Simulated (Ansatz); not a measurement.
**La3AlN (Pm-3m): the cell at rest**

Aim: bring La3AlN (Pm-3m) to small forces and stress, as phonons need.

Program: Ansatz 0.2.0. Level of theory: DFT PBEsol, scalar-relativistic, plane waves, PAW; PAW set soft_1. Results are calculated unless marked as measured.

## Step 1: The starting structure

The structure is cubic, space group Pm-3m (No. 221). Conventional cell: a = 5.098 Å, b = 5.098 Å, c = 5.098 Å, α = 90.00°, β = 90.00°, γ = 90.00°. Nearest to La lie 2 N at 2.55 Å. Al has 12 La at 3.60 Å nearest. N has 6 La at 2.55 Å nearest. Farther neighbours and most contacts between anions are not listed.

## Step 2: Probe on a coarse mesh

A quick single point on a coarse mesh tells whether the cell has a gap and how far it is from rest, which sets the k mesh and smearing that follow.

input.yaml reads:

```yaml
crystal:
  lattice:
    - [5.0975180767, 0.0, 0.0]
    - [0.0, 5.0975180767, 0.0]
    - [0.0, 0.0, 5.0975180767]
  atoms:
    - { symbol: La, position: [0.5, 0.5, 0.0] }
    - { symbol: La, position: [0.0, 0.5, 0.5] }
    - { symbol: La, position: [0.5, 0.0, 0.5] }
    - { symbol: Al, position: [0.0, 0.0, 0.0] }
    - { symbol: "N", position: [0.5, 0.5, 0.5] }
kpoints:
  mp_grid: { grid: [4, 4, 4] }
hamiltonian:
  xc: pbesol
  pseudopotentials: { kind: paw, azcp: { folder: soft_1 }, xc_functional: pbe }
scf:
  occupations: { method: gaussian, width: 0.1 }
output:
  forces: true
  stress: true
  eigenvalues: true
```

The run is started by

```
$ ansatz run input.yaml --threads 4 --pin off --max-ram 10240MiB --backend cpu --events-out ev --progress --plain --runs-dir out
```

Numbers of over 12 decimals in the logs are rounded to 6 here.

Log:

```text
Engine: ansatz 0.2.0, aarch64-unknown-linux-gnu
Pseudopotentials: kind: paw
Pseudopotential: La, paw, valence charge 11, recommended cutoff 420 eV (normal), soft_1/La.paw.azcp
Pseudopotential: Al, paw, valence charge 3, recommended cutoff 420 eV (normal), soft_1/Al.paw.azcp
Pseudopotential: N, paw, valence charge 5, recommended cutoff 420 eV (normal), soft_1/N.paw.azcp
Functional definition: PBEsol
[...]
k-point 0: bands = [... 17 lower, 9.3780, 9.3780, 9.4569, 9.4569, 9.4569, 11.1715, 11.1715, 11.1715, ... 1 higher]
  k-point 1: bands = [... 17 lower, 8.8697, 9.6243, 9.7414, 9.7414, 9.9575, 11.0853, 11.1912, 11.1912, ... 1 higher]
  k-point 2: bands = [... 17 lower, 8.5890, 9.6987, 9.6987, 9.8505, 10.8774, 11.3494, 11.8356, 11.9357, ... 1 higher]
  k-point 9: bands = [... 17 lower, 10.6288, 10.6288, 10.6288, 11.0147, 11.0147, 11.0147, 11.8499, 11.8499, ... 1 higher]
[key lines of the parts left out:]
SCF converged after 7 iterations
Free energy (F): -19391.336014 eV
Fermi energy:    10.286006 eV
P = ⅓ Tr σ = -2.7706 GPa (-27.706 kbar)
```

The job ended after 1.1 s (4 threads of Arm Neoverse V1, shared host; peak memory 0.45 GiB).

This run has no spin polarisation although its electron count is odd.

This step gave:

```yaml
pressure: -2.771 GPa
volume_per_atom: 26.49 Å³
gap_on_the_k_mesh: 0 eV
```

The coarse mesh shows no gap and a pressure of -2.8 GPa.

## Step 3: Bringing the structure to rest

Harmonic phonons are second derivatives at a point where the forces vanish, and they are wanted at zero stress, so atoms and cell are relaxed first.

Changes to input.yaml since step 2:

```diff
@@ -12,3 +12,3 @@
 kpoints:
-  mp_grid: { grid: [4, 4, 4] }
+  mp_grid: { grid: [8, 8, 8] }
 hamiltonian:
@@ -22 +22,6 @@
   eigenvalues: true
+relax:
+  adjacent_minimum: "off"
+  f_tol: 0.005
+  max_steps: 80
+  cell: { stress_tol: 0.05 }
```

Log:

```text
[...]
Crystal: 5 atoms, lattice volume = 132.457 Å³
Basis set: ecut = 420 eV, 2553 PW (Γ), exchange–correlation on 72×72×72 points (8 copies of the dense FFT grid, shifted against one another)
Bands: 26, of which v1, the nominal top of the filled ones, is band 21 counted from 1 (20 counted from 0)
Symmetry: 48 space group operations
[...]
k-points: 35 of 512
[...]
SCF iter   1: F=—  HF=-19391.456008 eV  |F-HF|=—  |Δ(HF+E_count)|=         —  Δρ=2.75e-2  dr2=6.45e-1  ethr=3.10e-3  ⟨swp⟩=5.3  Hψ=4786  notcnv=0
[...]
SCF iter   8: F=-19391.348050 eV  HF=-19391.348050 eV  |F-HF|=4.01e-9  |Δ(HF+E_count)|=   4.80e-8  Δρ=1.84e-6  dr2=7.36e-9  ethr=2.44e-10  ⟨swp⟩=12.4  Hψ=5300  notcnv=0
SCF 1 converged in 8 iterations: F = -19391.348050 eV  dr2 = 7.36e-9
[...]
relax step   1: F+E_penalty+E_count = -19391.34805021 eV  Δ(F+E_penalty+E_count) = +0.000e0 eV  max|allowed force component| = 1.504e-29 eV/Å  Δτ_max = 0.0000 Å  P = -2.747 GPa  Ω = 132.457 Å³  (8 SCF iters, dr2 threshold 1.00e-7 eV, accepted)
Crystal: 5 atoms, lattice volume = 121.176 Å³
Basis set: ecut = 420 eV, 2373 PW (Γ), exchange–correlation on 72×72×72 points (8 copies of the dense FFT grid, shifted against one another)
[...]
iter 1 solved again at ethr=2.86e-4 eV; its pass at ethr=3.10e-3 eV (dr2=1.17e-1 eV) is discarded
[...]
SCF iter   7: F=-19391.331153 eV  HF=-19391.331153 eV  |F-HF|=1.07e-8  |Δ(HF+E_count)|=   2.72e-7  Δρ=3.20e-6  dr2=2.16e-8  ethr=1.22e-9  ⟨swp⟩=8.7  Hψ=4986  notcnv=0
SCF 2 converged in 7 iterations: F = -19391.331153 eV  dr2 = 2.16e-8
[...]
relax step   2: F+E_penalty+E_count = -19391.33115310 eV  Δ(F+E_penalty+E_count) = +1.690e-2 eV  max|allowed force component| = 3.560e-30 eV/Å  Δτ_max = 0.0000 Å  P = +3.777 GPa  Ω = 121.176 Å³  energy of the carried Pulay correction = +3.573e-3 eV  (7 SCF iters, dr2 threshold 5.00e-7 eV, rejected (line search))
Crystal: 5 atoms, lattice volume = 127.461 Å³
Basis set: ecut = 420 eV, 2517 PW (Γ), exchange–correlation on 72×72×72 points (8 copies of the dense FFT grid, shifted against one another)
[...]
SCF iter   9: F=-19391.396537 eV  HF=-19391.396537 eV  |F-HF|=3.64e-12  |Δ(HF+E_count)|=  5.46e-11  Δρ=6.65e-8  dr2=6.19e-12  ethr=1.00e-12  ⟨swp⟩=7.7  Hψ=4793  notcnv=0
SCF 3 converged in 9 iterations: F = -19391.396537 eV  dr2 = 6.19e-12
relax step   3: F+E_penalty+E_count = -19391.39653695 eV  Δ(F+E_penalty+E_count) = -4.849e-2 eV  max|allowed force component| = 6.271e-30 eV/Å  Δτ_max = 0.0000 Å  P = -0.186 GPa  Ω = 127.461 Å³  energy of the carried Pulay correction = +1.544e-3 eV  (9 SCF iters, accepted)
[...]
relax step   4: F+E_penalty+E_count = -19391.39683868 eV  Δ(F+E_penalty+E_count) = -3.017e-4 eV  max|allowed force component| = 7.691e-30 eV/Å  Δτ_max = 0.0000 Å  P = +0.010 GPa  Ω = 127.112 Å³  energy of the carried Pulay correction = +1.654e-3 eV  (5 SCF iters, dr2 threshold 8.67e-8 eV, accepted)
[...]
SCF iter   6: F=-19391.395544 eV  HF=-19391.395544 eV  |F-HF|=1.09e-11  |Δ(HF+E_count)|=  2.55e-11  Δρ=3.32e-8  dr2=2.71e-12  ethr=1.00e-12  ⟨swp⟩=6.4  Hψ=3625  notcnv=0
SCF 5 converged in 6 iterations: F = -19391.395544 eV  dr2 = 2.71e-12
relax step   5: F+E_penalty+E_count = -19391.39554376 eV  Δ(F+E_penalty+E_count) = +1.295e-3 eV  max|allowed force component| = 4.408e-30 eV/Å  Δτ_max = 0.0000 Å  P = -0.009 GPa  Ω = 127.112 Å³  stress off target by 9.37e-3 GPa  SCF on the basis re-selected at this cell (its energy is not comparable with the rows above)  (6 SCF iters)
basis re-selected at this cell: Δ(F+E_penalty+E_count) = +1.295e-3 eV, ΔP = -0.019 GPa vs the last step (what re-selecting the basis moved, of the pressure what is left beyond the Pulay correction that the steps carried, after the strain that the cell walked since its last selection, with what the two solves' SCF thresholds leave and, on support functions, any second-order correction that the steps lacked; it is no m [...]
SCF converged after 6 iterations
Free energy (F): -19391.395544 eV
[...]
Internal energy: -19391.387911 eV  (E = F + TS)
E sigma→0 (E₀):  -19391.391727 eV
Entropy (-TS):   -0.007633 eV (-1.527 meV/atom)
Fermi energy:    10.770514 eV
[...]
--- Stress (GPa, compression-positive) ---
       -0.009370      -0.000000       0.000000
       -0.000000      -0.009370       0.000000
        0.000000       0.000000      -0.009370
  P = ⅓ Tr σ = -0.0094 GPa (-0.094 kbar)
--- Band table (eV; the first three rows and the last of 35) ---
  k-point 0: bands = [... 17 lower, 9.8123, 9.8123, 9.9052, 9.9052, 9.9052, 11.7315, 11.7315, 11.7315, ... 1 higher]
  k-point 1: bands = [... 17 lower, 9.7153, 9.9524, 9.9734, 10.0603, 10.0603, 11.6253, 11.6741, 11.6741, ... 1 higher]
  k-point 2: bands = [... 17 lower, 9.3340, 10.0808, 10.2348, 10.2348, 10.4240, 11.6365, 11.7296, 11.7296, ... 1 higher]
  k-point 34: bands = [... 17 lower, 11.2013, 11.2013, 11.2013, 11.5645, 11.5645, 11.5645, 12.4039, 12.4039, ... 1 higher]
--- Relaxed structure (4 steps of the walk, 3 accepted, 1 SCFs on fresh bases) ---
  F+E_penalty+E_count = -19391.39554376 eV   max|allowed force component| = 4.408e-30 eV/Å   (the final SCF, on the basis selected at the relaxed cell)
  cell:  # Å, volume = 127.1122 Å³
    - [5.028005, 0, 0]
    - [0, 5.028005, 0.0]
    - [0, 0.0, 5.028005]
  atoms:
    - { symbol: La, position: [0.5, 0.5, 0] }
    - { symbol: La, position: [0, 0.5, 0.5] }
    - { symbol: La, position: [0.5, 0, 0.5] }
    - { symbol: Al, position: [0, 0, 0] }
    - { symbol: N, position: [0.5, 0.5, 0.5] }
```

Run time: 14 s. Hardware: 4 threads; peak memory 0.52 GiB; 55 s of CPU time.

Relaxation path:

| step | energy less that of the first step (eV) | largest force component (eV/Å) | pressure (GPa) | volume (Å³) |
| --- | --- | --- | --- | --- |
| 1 | 0.0000 | 0.0000 | -2.75 | 132.46 |
| 2 | 0.0169 | 0.0000 | 3.78 | 121.18 |
| 3 | -0.0485 | 0.0000 | -0.19 | 127.46 |
| 4 | -0.0488 | 0.0000 | 0.01 | 127.11 |
| 5* | -0.0475 | 0.0000 | -0.01 | 127.11 |

Relaxation steps marked * repeat the geometry before them on a plane-wave basis chosen anew for their cell, so energy and pressure can jump there. Relaxation step 2 was tried and not accepted.

The run keeps the 48 symmetry operations that it works with, so distortions that break them were not tested.

| conventional cell, symmetrised | before | after | change |
| --- | --- | --- | --- |
| a (Å) | 5.098 | 5.028 | -1.4 % |
| b (Å) | 5.098 | 5.028 | -1.4 % |
| c (Å) | 5.098 | 5.028 | -1.4 % |
| volume (Å³/atom) | 26.49 | 25.42 | -4.0 % |

The relaxed structure:

```cif
data_structure
_symmetry_space_group_name_H-M 'P 1'
_symmetry_Int_Tables_number 1
_cell_length_a 5.0280
_cell_length_b 5.0280
_cell_length_c 5.0280
_cell_angle_alpha 90.000
_cell_angle_beta 90.000
_cell_angle_gamma 90.000
_cell_volume 127.11
loop_
_atom_site_label
_atom_site_type_symbol
_atom_site_fract_x
_atom_site_fract_y
_atom_site_fract_z
_atom_site_occupancy
La1 La 0.50000 0.50000 0.00000 1
La2 La 0.00000 0.50000 0.50000 1
La3 La 0.50000 0.00000 0.50000 1
Al4 Al 0.00000 0.00000 0.00000 1
N5 N 0.50000 0.50000 0.50000 1
```

Numbers from this step:

```
pressure        : -0.009370 GPa
volume per atom : 25.42 Å³
```

In this step the volume went from 26.49 to 25.42 Å³/atom.

## Step 4: Tight relaxation

Phonons need a cell at rest on their own settings, so the relaxation is repeated with tight tolerances on forces and stress, using the mesh and the filling of the phonon run that follows.

input.yaml, the sections that differ from step 3:

```yaml
crystal:
  lattice:
    - [5.0280049023, 0.0, 0.0]
    - [0.0, 5.0280049023, 0.0]
    - [0.0, 0.0, 5.0280049023]
  atoms:
    - { symbol: La, position: [0.5, 0.5, 0.0] }
    - { symbol: La, position: [0.0, 0.5, 0.5] }
    - { symbol: La, position: [0.5, 0.0, 0.5] }
    - { symbol: Al, position: [0.0, 0.0, 0.0] }
    - { symbol: "N", position: [0.5, 0.5, 0.5] }
scf:
  occupations: { method: methfessel_paxton, width: 0.2 }
relax:
  adjacent_minimum: "off"
  f_tol: 0.001
  max_steps: 60
  cell: { stress_tol: 0.01 }
# kpoints, hamiltonian, output: as in step 3
```

Log:

```text
[...]
Crystal: 5 atoms, lattice volume = 127.112 Å³
Basis set: ecut = 420 eV, 2517 PW (Γ), exchange–correlation on 72×72×72 points (8 copies of the dense FFT grid, shifted against one another)
Bands: 26, of which v1, the nominal top of the filled ones, is band 21 counted from 1 (20 counted from 0)
[... 1 set-up line as in the run before ...]
[...]
k-points: 35 of 512
[...]
--- Relaxed structure (3 steps of the walk, 2 accepted, 1 SCFs on fresh bases) ---
[...]
cell:  # Å, volume = 127.0711 Å³
    - [5.027463, 0.0, 0]
    - [0.0, 5.027463, 0.0]
    - [0, 0.0, 5.027463]
  atoms:
    - { symbol: La, position: [0.5, 0.5, 0] }
    - { symbol: La, position: [0, 0.5, 0.5] }
    - { symbol: La, position: [0.5, 0, 0.5] }
    - { symbol: Al, position: [0, 0, 0] }
    - { symbol: N, position: [0.5, 0.5, 0.5] }
[key lines of the parts left out:]
SCF converged after 5 iterations
Free energy (F): -19391.387359 eV
Fermi energy:    10.788856 eV
P = ⅓ Tr σ = -0.0003 GPa (-0.003 kbar)
```

Elapsed: 11 s, on 4 threads; peak memory 0.51 GiB.

Little changed from the start: no atom moved by 0.005 Å and no cell edge by 0.1 %.

This step gave:

- pressure: -2.73e-4 GPa
- volume per atom: 25.41 Å³

The forces vanish by symmetry and the pressure is 0.000 GPa, within the tolerances set. The cell now holds 25.41 Å³/atom.

## Step 5: What came out

```json
{"space group after relaxation (within 0.01 Å)": "Pm-3m", "lattice constant a": "5.027 Å", "lattice constant b": "5.027 Å", "lattice constant c": "5.027 Å", "volume per atom": "25.4 Å³"}
```

**Reading.** The forces vanish by symmetry and the pressure is 0.000 GPa, within the tolerances set. The cell now holds 25.41 Å³/atom. The relaxation keeps the symmetry of its start, so it says nothing on stability against lower symmetry. The runs are without spin polarisation, although the cell has an odd electron count. Spin-orbit coupling is left out, which can matter for the heavy elements here. The PAW files were made for PBE and serve the other functionals too.

[Logs are printed without paths, hosts, clocks, repeated set-up lines and the standing remarks that a program may print on its own settings, such as how far it seeks lower states.]

[Hosts, paths, dates, database ids (printed as entryN), source tags and the programs' standing remarks are cut or masked in the printed files.]
